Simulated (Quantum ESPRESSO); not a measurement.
# C, zinc blende or diamond type, strained in the (001) plane, stepped through biaxial strain in the plane, part 3 of 6

Aim: how the results for C, zinc blende or diamond type, strained in the (001) plane change with biaxial strain in the plane.

Quantum ESPRESSO 7.5; plane-wave DFT, PBE, GBRV ultrasoft pseudopotentials.

So far. Step 2 (Relaxing cell and ions of the reference):  The last row is no step: it is a fresh SCF in the final cell with a new plane-wave basis, -0 meV from the row before. Step 3 (Relaxing cell and ions, -4 %):  The last row is no step: it is a fresh SCF in the final cell with a new plane-wave basis, -0 meV from the row before.

## (5) Complex band structure, -4 %

Level of this step: complex band structure by pwcond; plane-wave DFT, PBE, GBRV ultrasoft pseudopotentials (Quantum ESPRESSO).

pwcond with ikind = 0 solves for the decaying states at each energy.

The input, m0.cbs.in:

```
&inputcond
  outdir = './out'
  prefixl = 'm0.scf'
  band_file = 'm0.cbs'
  ikind = 0
  ewind = 4.0
  epsproj = 1e-05
  nz1 = 7
  energy0 = 6.45
  denergy = -0.15
/
3
  0.00000000 0.00000000 1.00000000
  0.50000000 0.00000000 1.00000000
  0.50000000 0.50000000 1.00000000
51
```

The run is started by

```sh
$ OMP_NUM_THREADS=1 mpirun -n 4 pwcond.x -in m0.cbs.in > m0.cbs.out
```

The log of the run:

```text
[banner, memory and clock lines left out]
Program PWCOND v.7.5 starts

          URL

     ./out/m0.scf.save/

     IMPORTANT: XC functional enforced from input :
     Exchange-correlation= PBE
                           (   1   4   3   4   0   0   0)
     Any further DFT definition will be discarded
     Please, verify this is what you really want

     Reading collected, re-writing distributed wavefunctions

===== INPUT FILE containing the left lead =====

     GEOMETRY:

     lattice parameter (alat)  =       4.5815  a.u.
     the volume                =     143.0575 (a.u.)^3
     the cross section         =      20.9904 (a.u.)^2
     l of the unit cell        =       1.4876 (alat)
     number of atoms/cell      =            4
     number of atomic types    =            1

     crystal axes: (cart. coord. in units of alat)
               a(1) = (  1.0000  0.0000  0.0000 )
               a(2) = (  0.0000  1.0000  0.0000 )
               a(3) = (  0.0000  0.0000  1.4876 )

   Cartesian axes

     site n.     atom                  positions (alat units)
          1        C      tau(  1)=(  0.0000  0.0000  1.4876  )
          2        C      tau(  2)=(  0.5000  0.0000  0.3719  )
          3        C      tau(  3)=(  0.5000  0.5000  0.7438  )
          4        C      tau(  4)=(  0.0000  0.5000  1.1157  )

     nr1s                      =           20
     nr2s                      =           20
     nr3s                      =           27
     nr1sx                     =           20
     nr2sx                     =           20
     nr3sx                     =           27
     nr1                       =           24
     nr2                       =           24
     nr3                       =           32
     nr1x                      =           24
     nr2x                      =           24
     nr3x                      =           32

 _______________________________
  Radii of nonlocal spheres:

     type       ibeta     ang. mom.          radius (alat units)
       C          1         0                    0.2876
       C          2         0                    0.2876
       C          3         1                    0.2876
       C          4         1                    0.2876
----- General information -----

----- Complex band structure calculation -----

     nrx                       =           20
     nry                       =           20
     nz1                       =            7

     energy0               =         6.5E+00
     denergy               =        -1.5E-01
     nenergy               =         51
     ecut2d                =         4.0E+01
     ewind                 =         4.0E+00
     epsproj               =         1.0E-05

     number of k_|| points=    3
                       cryst. coord.
        k(    1) = (   0.0000000   0.0000000), wk =   0.3333333
        k(    2) = (   0.5000000   0.0000000), wk =   0.3333333
        k(    3) = (   0.5000000   0.5000000), wk =   0.3333333
----- Information about left lead -----

     nocros                   =            8
     noins                    =           24
     norb                     =           40
     norbf                    =           40
     nrz                      =           27

      iorb      type   ibeta   ang. mom.   m       position (alat)
        1        1       1        0        1   taunew(   1)=(  0.0000  0.0000  0.0000)
        2        1       2        0        1   taunew(   2)=(  0.0000  0.0000  0.0000)
        3        1       3        1        1   taunew(   3)=(  0.0000  0.0000  0.0000)
        4        1       3        1        2   taunew(   4)=(  0.0000  0.0000  0.0000)
        5        1       3        1        3   taunew(   5)=(  0.0000  0.0000  0.0000)
        6        1       4        1        1   taunew(   6)=(  0.0000  0.0000  0.0000)
        7        1       4        1        2   taunew(   7)=(  0.0000  0.0000  0.0000)
        8        1       4        1        3   taunew(   8)=(  0.0000  0.0000  0.0000)
        9        1       1        0        1   taunew(   9)=(  0.5000  0.0000  0.3719)
       10        1       2        0        1   taunew(  10)=(  0.5000  0.0000  0.3719)
       11        1       3        1        1   taunew(  11)=(  0.5000  0.0000  0.3719)
       12        1       3        1        2   taunew(  12)=(  0.5000  0.0000  0.3719)
       13        1       3        1        3   taunew(  13)=(  0.5000  0.0000  0.3719)
       14        1       4        1        1   taunew(  14)=(  0.5000  0.0000  0.3719)
       15        1       4        1        2   taunew(  15)=(  0.5000  0.0000  0.3719)
       16        1       4        1        3   taunew(  16)=(  0.5000  0.0000  0.3719)
       17        1       1        0        1   taunew(  17)=(  0.5000  0.5000  0.7438)
       18        1       2        0        1   taunew(  18)=(  0.5000  0.5000  0.7438)
       19        1       3        1        1   taunew(  19)=(  0.5000  0.5000  0.7438)
       20        1       3        1        2   taunew(  20)=(  0.5000  0.5000  0.7438)
       21        1       3        1        3   taunew(  21)=(  0.5000  0.5000  0.7438)
       22        1       4        1        1   taunew(  22)=(  0.5000  0.5000  0.7438)
       23        1       4        1        2   taunew(  23)=(  0.5000  0.5000  0.7438)
       24        1       4        1        3   taunew(  24)=(  0.5000  0.5000  0.7438)
       25        1       1        0        1   taunew(  25)=(  0.0000  0.5000  1.1157)
       26        1       2        0        1   taunew(  26)=(  0.0000  0.5000  1.1157)
       27        1       3        1        1   taunew(  27)=(  0.0000  0.5000  1.1157)
       28        1       3        1        2   taunew(  28)=(  0.0000  0.5000  1.1157)
       29        1       3        1        3   taunew(  29)=(  0.0000  0.5000  1.1157)
       30        1       4        1        1   taunew(  30)=(  0.0000  0.5000  1.1157)
       31        1       4        1        2   taunew(  31)=(  0.0000  0.5000  1.1157)
       32        1       4        1        3   taunew(  32)=(  0.0000  0.5000  1.1157)
       33        1       1        0        1   taunew(  33)=(  0.0000  0.0000  1.4876)
       34        1       2        0        1   taunew(  34)=(  0.0000  0.0000  1.4876)
       35        1       3        1        1   taunew(  35)=(  0.0000  0.0000  1.4876)
       36        1       3        1        2   taunew(  36)=(  0.0000  0.0000  1.4876)
       37        1       3        1        3   taunew(  37)=(  0.0000  0.0000  1.4876)
       38        1       4        1        1   taunew(  38)=(  0.0000  0.0000  1.4876)
       39        1       4        1        2   taunew(  39)=(  0.0000  0.0000  1.4876)
       40        1       4        1        3   taunew(  40)=(  0.0000  0.0000  1.4876)
    k slab    z(k)  z(k+1)     crossing(iorb=1,norb)
    1   0.0000 0.0551 0.0551   1111111100000000000000000000000000000000
    2   0.0551 0.1102 0.0551   1111111111111111000000000000000000000000
    3   0.1102 0.1653 0.0551   1111111111111111000000000000000000000000
    4   0.1653 0.2204 0.0551   1111111111111111000000000000000000000000
    5   0.2204 0.2755 0.0551   1111111111111111000000000000000000000000
    6   0.2755 0.3306 0.0551   1111111111111111000000000000000000000000
    7   0.3306 0.3857 0.0551   0000000011111111000000000000000000000000
    8   0.3857 0.4408 0.0551   0000000011111111000000000000000000000000
    9   0.4408 0.4959 0.0551   0000000011111111111111110000000000000000
   10   0.4959 0.5510 0.0551   0000000011111111111111110000000000000000
   11   0.5510 0.6060 0.0551   0000000011111111111111110000000000000000
   12   0.6060 0.6611 0.0551   0000000011111111111111110000000000000000
   13   0.6611 0.7162 0.0551   0000000000000000111111110000000000000000
   14   0.7162 0.7713 0.0551   0000000000000000111111110000000000000000
   15   0.7713 0.8264 0.0551   0000000000000000111111110000000000000000
   16   0.8264 0.8815 0.0551   0000000000000000111111111111111100000000
   17   0.8815 0.9366 0.0551   0000000000000000111111111111111100000000
   18   0.9366 0.9917 0.0551   0000000000000000111111111111111100000000
   19   0.9917 1.0468 0.0551   0000000000000000111111111111111100000000
   20   1.0468 1.1019 0.0551   0000000000000000000000001111111100000000
   21   1.1019 1.1570 0.0551   0000000000000000000000001111111100000000
   22   1.1570 1.2121 0.0551   0000000000000000000000001111111111111111
   23   1.2121 1.2672 0.0551   0000000000000000000000001111111111111111
   24   1.2672 1.3223 0.0551   0000000000000000000000001111111111111111
   25   1.3223 1.3774 0.0551   0000000000000000000000001111111111111111
   26   1.3774 1.4325 0.0551   0000000000000000000000001111111111111111
   27   1.4325 1.4876 0.0551   0000000000000000000000000000000011111111
 ngper, shell number =           69          13
 ngper, n2d =           69          60
---  E-Ef =    6.4500000  k =    0.0000000   0.0000000
---  ie =          1  ik =          1
 Nchannels of the left tip =            3
 Right moving states:
   k1(2pi/a)   k2(2pi/a)   E-Ef (eV)
   0.1564398   0.0000000   6.4500000
   0.1588840   0.0000000   6.4500000
   0.1591194  -0.0000000   6.4500000
 Left moving states:
   k1(2pi/a)   k2(2pi/a)   E-Ef (eV)
  -0.1564398   0.0000000   6.4500000
  -0.1588840  -0.0000000   6.4500000
  -0.1591194  -0.0000000   6.4500000

---  E-Ef =    6.3000000  k =    0.0000000   0.0000000
---  ie =          2  ik =          1
 Nchannels of the left tip =            3
 Right moving states:
   k1(2pi/a)   k2(2pi/a)   E-Ef (eV)
   0.1369741   0.0000000   6.3000000
   0.1465868   0.0000000   6.3000000
   0.1468311  -0.0000000   6.3000000
 Left moving states:
   k1(2pi/a)   k2(2pi/a)   E-Ef (eV)
  -0.1369741   0.0000000   6.3000000
  -0.1465868  -0.0000000   6.3000000
  -0.1468311  -0.0000000   6.3000000
[... further energies and points left out ...]
---  E-Ef =   -0.9000000  k =    0.5000000   0.5000000
---  ie =         50  ik =          3
 Nchannels of the left tip =            0
 Right moving states:
   k1(2pi/a)   k2(2pi/a)   E-Ef (eV)
 Left moving states:
   k1(2pi/a)   k2(2pi/a)   E-Ef (eV)

---  E-Ef =   -1.0500000  k =    0.5000000   0.5000000
---  ie =         51  ik =          3
 Nchannels of the left tip =            0
 Right moving states:
   k1(2pi/a)   k2(2pi/a)   E-Ef (eV)
 Left moving states:
   k1(2pi/a)   k2(2pi/a)   E-Ef (eV)

Note: The following floating-point exceptions are signalling: IEEE_UNDERFLOW_FLAG IEEE_DENORMAL
Note: The following floating-point exceptions are signalling: IEEE_UNDERFLOW_FLAG IEEE_DENORMAL
Note: The following floating-point exceptions are signalling: IEEE_UNDERFLOW_FLAG IEEE_DENORMAL
Note: The following floating-point exceptions are signalling: IEEE_UNDERFLOW_FLAG IEEE_DENORMAL
```

Run time: 21 s. Hardware: 4 MPI ranks of Intel Xeon Platinum 8259CL at 2.50GHz (Skylake/Cascade Lake), shared host; peak memory 0.2 GiB; 82 s of CPU time.

K across = (0, 0) in the cell's reciprocal vectors; values within 0.0025 1/Å of each other count once, columns are sorted by size at each energy, a dash where no further value was kept. Table of Im kz of the slowest decaying states by energy, zero at the highest filled level of the SCF mesh:

```
energy (eV)  decay 1 (Å⁻¹)  decay 2 (Å⁻¹)  decay 3 (Å⁻¹)
      -1.05           1.56           2.44           2.79
      -0.75          0.117           1.52           2.43
      -0.60          0.181           1.50           2.42
      -0.30          0.264           1.46           2.40
       0.00          0.014          0.019          0.325
       0.30          0.139          0.375           1.38
       0.45          0.167          0.397           1.35
       0.75          0.207          0.436           1.31
       1.05          0.234           0.47           1.26
       1.35          0.255          0.501           1.22
       1.50          0.262          0.515           1.19
       1.80          0.274          0.542           1.14
       2.10          0.281          0.566           1.09
       2.25          0.283          0.577           1.06
       2.55          0.285          0.597              1
       2.85          0.283          0.616          0.937
       3.15          0.277          0.633           0.87
       3.30          0.273          0.641          0.833
       3.60          0.261          0.656          0.754
       3.90          0.246          0.664          0.669
       4.05          0.236          0.612          0.675
       4.35          0.213           0.49          0.687
       4.65          0.181          0.316          0.697
       4.95          0.137          0.706           2.12
       5.10          0.105           0.71           2.11
       5.40          0.717           2.09           2.47
       5.70          0.723           2.08           2.46
       6.00           0.17          0.728           2.06
       6.15           0.32          0.729           2.05
       6.45          0.479          0.733           2.04
```

K across = (1/2, 0) in the cell's reciprocal vectors; values within 0.0025 1/Å of each other count once, columns are sorted by size at each energy, a dash where no further value was kept. The Im kz of the slowest decaying states by energy, zero at the highest filled level of the SCF mesh:

```
energy (eV)  decay 1 (Å⁻¹)  decay 2 (Å⁻¹)  decay 3 (Å⁻¹)
      -1.05           0.42          0.899           2.06
      -0.75          0.435          0.921           2.03
      -0.30          0.454          0.944           1.99
       0.00          0.465          0.953           1.95
       0.45          0.478          0.961           1.91
       0.75          0.485          0.963           1.87
       1.05          0.491          0.962           1.84
       1.50          0.497          0.958           1.79
       1.80            0.5          0.952           1.76
       2.10          0.501          0.945           1.72
       2.55          0.501          0.932           1.67
       2.85          0.499          0.921           1.63
       3.30          0.494          0.901           1.58
       3.60          0.489          0.887           1.54
       3.90          0.483          0.871           1.50
       4.35           0.47          0.844           1.44
       4.65          0.459          0.824           1.40
       4.95          0.447          0.802           1.36
       5.40          0.423          0.766           1.29
       5.70          0.404           0.74           1.25
       6.15          0.368          0.695           1.18
       6.45          0.339          0.662           1.12
```

K across = (1/2, 1/2) in the cell's reciprocal vectors; values within 0.0025 1/Å of each other count once, columns are sorted by size at each energy, a dash where no further value was kept. The Im kz of the slowest decaying states by energy, zero at the highest filled level of the SCF mesh:

```
energy (eV)  decay 1 (Å⁻¹)  decay 2 (Å⁻¹)  decay 3 (Å⁻¹)
      -1.05          0.533           3.01           3.20
      -0.75          0.526           2.99           3.19
      -0.60          0.522           2.99           3.18
      -0.30          0.514           2.97           3.17
       0.00          0.504           2.96           3.16
       0.30          0.493           2.94           3.15
       0.45          0.487           2.94           3.14
       0.75          0.473           2.92           3.13
       1.05          0.458           2.91           3.12
       1.35          0.442           2.89           3.11
       1.50          0.433           2.88           3.10
       1.80          0.413           2.87           3.09
       2.10          0.391           2.85           3.08
       2.25          0.379           2.85           3.08
       2.55          0.354           2.83           3.06
       2.85          0.324           2.82           3.05
       3.15           0.29           2.80           3.04
       3.30          0.271           2.79           3.04
       3.60          0.226           2.78           3.02
       3.90          0.167           2.76           3.01
       4.05          0.126           2.76           3.01
       4.35           2.74           3.00              -
       4.65           2.73           2.98              -
       4.95           2.71           2.97              -
       5.10           2.70           2.97              -
       5.40           2.69           2.95              -
       5.70           2.67           2.94              -
       6.00           2.65           2.93              -
       6.15           2.64           2.92              -
       6.45           2.63           2.91              -
```

(Part 3 of 6 ends here.)

[Logs are printed without paths, hosts, clocks, repeated set-up lines and the standing remarks that a program may print on its own settings, such as how far it seeks lower states.]

[Hosts, paths, dates, database ids (printed as entryN), source tags and the programs' standing remarks are cut or masked in the printed files.]

[Maps of the electrostatic potential energy from Ansatz leave out the sawtooth potential of an applied field or a dipole correction, so their vacuum need not be flat; planar profiles and work functions include it.]
